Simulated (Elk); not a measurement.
# TiHg: energy against a fixed spin moment

How stiff is the moment of TiHg, and are there other minima?

Main program and level: Elk 11.2.3 (patched build); LDA (Perdew-Wang); all-electron APW+lo, Dirac cores, scalar-relativistic bands.

### 1. Starting point

The structure is tetragonal, space group P4/mmm (No. 123). Conventional cell: a = 3.009 Å, b = 3.009 Å, c = 4.041 Å, α = 90.00°, β = 90.00°, γ = 90.00°. Ti has 8 Hg at 2.93 Å and 4 Ti at 3.01 Å nearest. Nearest to Hg lie 8 Ti at 2.93 Å and 4 Hg at 3.01 Å. Farther neighbours are not listed.

### 2. Unconstrained state

The free run shows where the moment settles by itself and gives the state from which the held runs start.

Moments are seeded by fields in the spheres (the last three columns under atoms), set against the wanted direction and reduced each loop.

elk.in

```
tasks
  0

xctype
  3

rgkmax
  7.0

nempty
  14

swidth
  0.005

reducebf
  0.5

epsengy
  1e-05

maxscl
  120

lmaxi
  2

spinpol
  .true.

sppath
  './'

avec
  5.68618590900 0.00000000000 0.00000000000
  0.00000000000 5.68618590900 0.00000000000
  0.00000000000 0.00000000000 7.63638326961

atoms
  2
  'Ti.in'
  1
  0.5000000000 0.5000000000 0.5000000000   0.000000 0.000000 -0.030000
  'Hg.in'
  1
  0.0000000000 0.0000000000 0.0000000000   0.000000 0.000000 0.000000

ngridk
  8 8 8
```

Command:

```sh
$ OMP_NUM_THREADS=4 elk
```

Numbers of over 12 decimals in the logs are rounded to 6 here.

The log of the run:

```text
Info(gndstate): no moment of its own; a second start begins; STATE.OUT holds the state before
Info(gndstate): the second start gave no lower state; one of another order, or behind a
 stronger field, isn't excluded

--- INFO.OUT ---
┌─────────────────────────┐
│ Elk code version 11.2.3 │
└─────────────────────────┘

All units are atomic (Hartree, Bohr, etc.)

┌─────────────────────────────────────────────────┐
│ Ground-state run starting from atomic densities │
└─────────────────────────────────────────────────┘

Lattice vectors :
   5.686185909       0.000000000       0.000000000
   0.000000000       5.686185909       0.000000000
   0.000000000       0.000000000       7.636383270

Reciprocal lattice vectors :
   1.104991185       0.000000000       0.000000000
   0.000000000       1.104991185       0.000000000
   0.000000000       0.000000000      0.8227959605

Unit cell volume      :    246.9049672
Brillouin zone volume :    1.004638409

Muffin-tin inner radius fraction :   0.1000000000E-01

Nuclei treated as point charges

Species : 1 (Ti)
 parameters loaded from : Ti.in
 name : titanium
 nuclear charge    :   -22.00000000
 electronic charge :    22.00000000
 atomic mass :    87256.20317
 muffin-tin radius :    2.400000000
 number of radial points in muffin-tin :    497
 inner part over the whole radius :   0.9985722337E-02
 number on inner part of muffin-tin    :    350
 approximate nuclear radius :   0.6805665174E-04
 number of mesh points to nuclear radius :    163
 atomic positions (lattice), magnetic fields (Cartesian) :
  1 :   0.00000000  0.00000000  0.00000000    0.00000000  0.00000000 -0.03000000

Species : 2 (Hg)
 parameters loaded from : Hg.in
 name : mercury
 nuclear charge    :   -80.00000000
 electronic charge :    80.00000000
 atomic mass :    365653.2015
 muffin-tin radius :    2.800000000
 number of radial points in muffin-tin :    697
 inner part over the whole radius :   0.9795628681E-02
 number on inner part of muffin-tin    :    500
 approximate nuclear radius :   0.1038385165E-03
 number of mesh points to nuclear radius :    263
 atomic positions (lattice), magnetic fields (Cartesian) :
  1 :   0.50000000  0.50000000  0.50000000    0.00000000  0.00000000  0.00000000

Total number of atoms per unit cell :    2
Total muffin-tin volume :    149.8581584
 ratio of muffin-tin to unit cell volume :   0.6069467135

Spin treatment :
 spin-polarised
 global magnetic field (Cartesian) :    0.000000000       0.000000000       0.000000000
 collinear magnetisation in z-direction

Number of Bravais lattice symmetries :   16
Number of crystal symmetries         :   16
Crystal has inversion symmetry
Real symmetric eigensolver will be used

k-point grid :      8     8     8
k-point offset :    0.000000000       0.000000000       0.000000000
k-point set is reduced with full crystal symmetry group
Total number of k-points :       75

Muffin-tin radius times maximum |G+k| :    7.000000000
 using average radius
Maximum |G+k| for APW functions       :    2.692307692
Maximum (1/2)|G+k|²                   :    3.624260355
Maximum |G| for potential and density :    12.00000000
Constant for pseudocharge density :    8
 order of it for each species :   15  15
 order of it for pair densities of each species (exact exchange by exxq0 0: 15) :    8  11
Radial integration step length :    1

G-vector grid sizes :     24    24    30
Number of G-vectors :     7217

Maximum angular momentum used for
 APW functions            :    8
 outer part of muffin-tin :    6
 inner part of muffin-tin :    2

Total nuclear charge    :   -102.0000000
Total core charge       :    72.00000000
Total valence charge    :    30.00000000
Total excess charge     :    0.000000000
Total electronic charge :    102.0000000

Effective Wigner radius, rₛ :   0.8329399299

Number of empty states         :     28
Total number of valence states :     88
Total number of core states    :     72

Third-order local-orbitals added for an l without core states : T
Total number of local-orbitals :     35

Exchange-correlation functional :      3     0     0
 Perdew-Wang/Ceperley-Alder, Phys. Rev. B 45, 13244 (1992)
 gradient requirement :    0
 local density approximation (LDA)

Smearing type :    3
 Fermi-Dirac
Smearing width :   0.5000000000E-02
Effective electronic temperature (K) :    1578.875124

Mixing type :    3
 Broyden mixing, J. Phys. A: Math. Gen. 17, L317 (1984)

Kohn-Sham potential initialised from atomic data

┌──────────────────────────────┐
│ Self-consistent loop started │
└──────────────────────────────┘

┌─────────────────┐
│ Loop number : 1 │
└─────────────────┘

Energies :
 Fermi                       :     0.151065
 sum of occupied eigenvalues :     -12608.315335936
 electron kinetic            :      23520.866608050
 core electron kinetic       :      23251.614251142
 Coulomb                     :     -43621.232874921
 Coulomb potential           :     -35612.698828537
 nuclear-nuclear             :     -1758.0624019393
 electron-nuclear            :     -48154.236955481
 Hartree                     :      6291.0664824991
 Madelung                    :     -25814.883460653
 xc potential                :     -516.44861653003
 xc effective B-field        :    -0.18215583256928E-01
 external B-field            :      0.000000
 exchange                    :     -392.63691334524
 correlation                 :     -10.189790678119
 electron entropic           :    -0.52824194195283E-02
 total energy                :     -20503.198253314
 (external B-field energy excluded from total)

Density of states at Fermi energy :    65.54263142
 (states/Hartree/unit cell)

Estimated indirect band gap :   0.1202680142E-03
 from k-point 28 to k-point 2
Estimated direct band gap   :   0.1751672897E-02
 at k-point 36

Charges :
 core                        :    72.00000000
 valence                     :    30.00000000
 interstitial                :    2.542624558
 muffin-tins (core leakage)
  species : 1 (Ti)
   atom 1                    :    20.55860969     ( -0.3536562128E-05)
  species : 2 (Hg)
   atom 1                    :    78.89876575     (  0.7340183844E-04)
 total in muffin-tins        :    99.45737544
 total calculated charge     :    102.0009412
 total charge                :    102.0000000
 error                       :   0.9411874605E-03

Moments :
 interstitial                :   0.1594908354
 muffin-tins
  species : 1 (Ti)
   atom 1                    :   0.9932661289
  species : 2 (Hg)
   atom 1                    :   0.2413244894E-01
 total in muffin-tins        :    1.017398578
 total moment                :    1.176889413

┌─────────────────┐
│ Loop number : 2 │
└─────────────────┘

Energies :
 Fermi                       :     0.152804
 sum of occupied eigenvalues :     -12608.473182368
 electron kinetic            :      23520.937811546
 core electron kinetic       :      23251.502009043
 Coulomb                     :     -43621.544375954
 Coulomb potential           :     -35612.168102163
 nuclear-nuclear             :     -1758.0624019393
 electron-nuclear            :     -48155.384107812
 Hartree                     :      6291.9021337976
 Madelung                    :     -25815.460324872
 xc potential                :     -517.20919509623
 xc effective B-field        :    -0.17877535877104E-01
 external B-field            :      0.000000
 exchange                    :     -392.64788646600
 correlation                 :     -10.190028857706
 electron entropic           :    -0.52337727936795E-02
 total energy                :     -20503.449713504
 (external B-field energy excluded from total)

Density of states at Fermi energy :    64.94424476
 (states/Hartree/unit cell)

Estimated indirect band gap :   0.1951777197E-03
 from k-point 27 to k-point 55
Estimated direct band gap   :   0.1648030274E-02
 at k-point 36

Charges :
 core                        :    72.00000000
 valence                     :    30.00000000
 interstitial                :    2.541172703
 muffin-tins (core leakage)
  species : 1 (Ti)
   atom 1                    :    20.54076513     ( -0.3536562284E-05)
  species : 2 (Hg)
   atom 1                    :    78.91806217     (  0.7312253602E-04)
 total in muffin-tins        :    99.45882730
 total calculated charge     :    102.0009417
 total charge                :    102.0000000
 error                       :   0.9417233929E-03

Moments :
 interstitial                :   0.1587769124
 muffin-tins
  species : 1 (Ti)
   atom 1                    :   0.9823169754
  species : 2 (Hg)
   atom 1                    :   0.2251261552E-01
 total in muffin-tins        :    1.004829591
 total moment                :    1.163606503

RMS change in Kohn-Sham potential (target) :   0.3007214969     (  0.1000000000E-05)
Absolute change in total energy (target)   :   0.2514601897     (  0.1000000000E-04)

[... loops 3 to 42 left out ...]

┌──────────────────┐
│ Loop number : 43 │
└──────────────────┘

Energies :
 Fermi                       :     0.282384
 sum of occupied eigenvalues :     -12604.143283433
 electron kinetic            :      23530.262350981
 core electron kinetic       :      23253.691520977
 Coulomb                     :     -43630.106120907
 Coulomb potential           :     -35599.246586968
 nuclear-nuclear             :     -1758.0624019393
 electron-nuclear            :     -48185.352407381
 Hartree                     :      6313.3086884139
 Madelung                    :     -25830.482827423
 xc potential                :     -535.15904744488
 xc effective B-field        :    -0.16192876587838E-09
 external B-field            :      0.000000
 exchange                    :     -393.02900643741
 correlation                 :     -10.201550616144
 electron entropic           :    -0.52791083790176E-02
 total energy                :     -20503.079606088
 (external B-field energy excluded from total)

Density of states at Fermi energy :    65.70668659
 (states/Hartree/unit cell)

Estimated indirect band gap :   0.1127558827E-02
 from k-point 64 to k-point 39
Estimated direct band gap   :   0.7311978071E-02
 at k-point 10

Charges :
 core                        :    72.00000000
 valence                     :    30.00000000
 interstitial                :    2.432823472
 muffin-tins (core leakage)
  species : 1 (Ti)
   atom 1                    :    20.25244505     ( -0.3536579317E-05)
  species : 2 (Hg)
   atom 1                    :    79.31473148     (  0.6480740597E-04)
 total in muffin-tins        :    99.56717653
 total calculated charge     :    102.0009207
 total charge                :    102.0000000
 error                       :   0.9206904672E-03

Moments :
 interstitial                :   0.2072403861E-04
 muffin-tins
  species : 1 (Ti)
   atom 1                    :   0.8198709587E-04
  species : 2 (Hg)
   atom 1                    :   0.1645582708E-05
 total in muffin-tins        :   0.8363267858E-04
 total moment                :   0.1043567172E-03

RMS change in Kohn-Sham potential (target) :   0.1286398995E-06 (  0.1000000000E-05)
Absolute change in total energy (target)   :   0.2519343980E-05 (  0.1000000000E-04)

Convergence targets achieved

┌──────────────────┐
│ Loop number : 44 │
└──────────────────┘

Energies :
 Fermi                       :     0.282384
 sum of occupied eigenvalues :     -12604.143283332
 electron kinetic            :      23530.262351008
 core electron kinetic       :      23253.691521028
 Coulomb                     :     -43630.106120876
 Coulomb potential           :     -35599.246587019
 nuclear-nuclear             :     -1758.0624019393
 electron-nuclear            :     -48185.352407272
 Hartree                     :      6313.3086883347
 Madelung                    :     -25830.482827367
 xc potential                :     -535.15904732072
 xc effective B-field        :    -0.16141010758789E-09
 external B-field            :      0.000000
 exchange                    :     -393.02900643680
 correlation                 :     -10.201550616152
 electron entropic           :    -0.52791084019429E-02
 total energy                :     -20503.079606030
 (external B-field energy excluded from total)

Density of states at Fermi energy :    65.70668687
 (states/Hartree/unit cell)

Estimated indirect band gap :   0.1127564470E-02
 from k-point 64 to k-point 39
Estimated direct band gap   :   0.7311981324E-02
 at k-point 10

Charges :
 core                        :    72.00000000
 valence                     :    30.00000000
 interstitial                :    2.432823471
 muffin-tins (core leakage)
  species : 1 (Ti)
   atom 1                    :    20.25244505     ( -0.3536578877E-05)
  species : 2 (Hg)
   atom 1                    :    79.31473148     (  0.6480740212E-04)
 total in muffin-tins        :    99.56717653
 total calculated charge     :    102.0009207
 total charge                :    102.0000000
 error                       :   0.9206904715E-03

Moments :
 interstitial                :   0.2069533057E-04
 muffin-tins
  species : 1 (Ti)
   atom 1                    :   0.8185340168E-04
  species : 2 (Hg)
   atom 1                    :   0.1645068378E-05
 total in muffin-tins        :   0.8349847006E-04
 total moment                :   0.1041938006E-03

┌──────────────────────────────┐
│ Self-consistent loop stopped │
└──────────────────────────────┘

Wrote STATE.OUT
```

Elapsed: 82 s, on 4 threads of Arm Neoverse V2, shared host; peak memory 0.17 GiB; 5.1 min of CPU time.

The moments died away, and this build then starts once more from a stronger push, within the same count of loops. That gave no lower state.

Read from the output:

```
final state : non-magnetic
```

After 44 cycles the seed has died away: no moment is left.

[end of part 1 of 2]

[Logs and program files are shortened in this print: banners, set-up blocks, solver, clock and traceback lines can be left out without a mark of their own.]

[Logs are printed without paths, hosts, clocks, repeated set-up lines and the standing remarks that a program may print on its own settings, such as how far it seeks lower states.]

[Hosts, paths, dates, database ids (printed as entryN), source tags and the programs' standing remarks are cut or masked in the printed files.]

[Where a cell is said to come from a database of computed structures, the database is the Materials Project.]
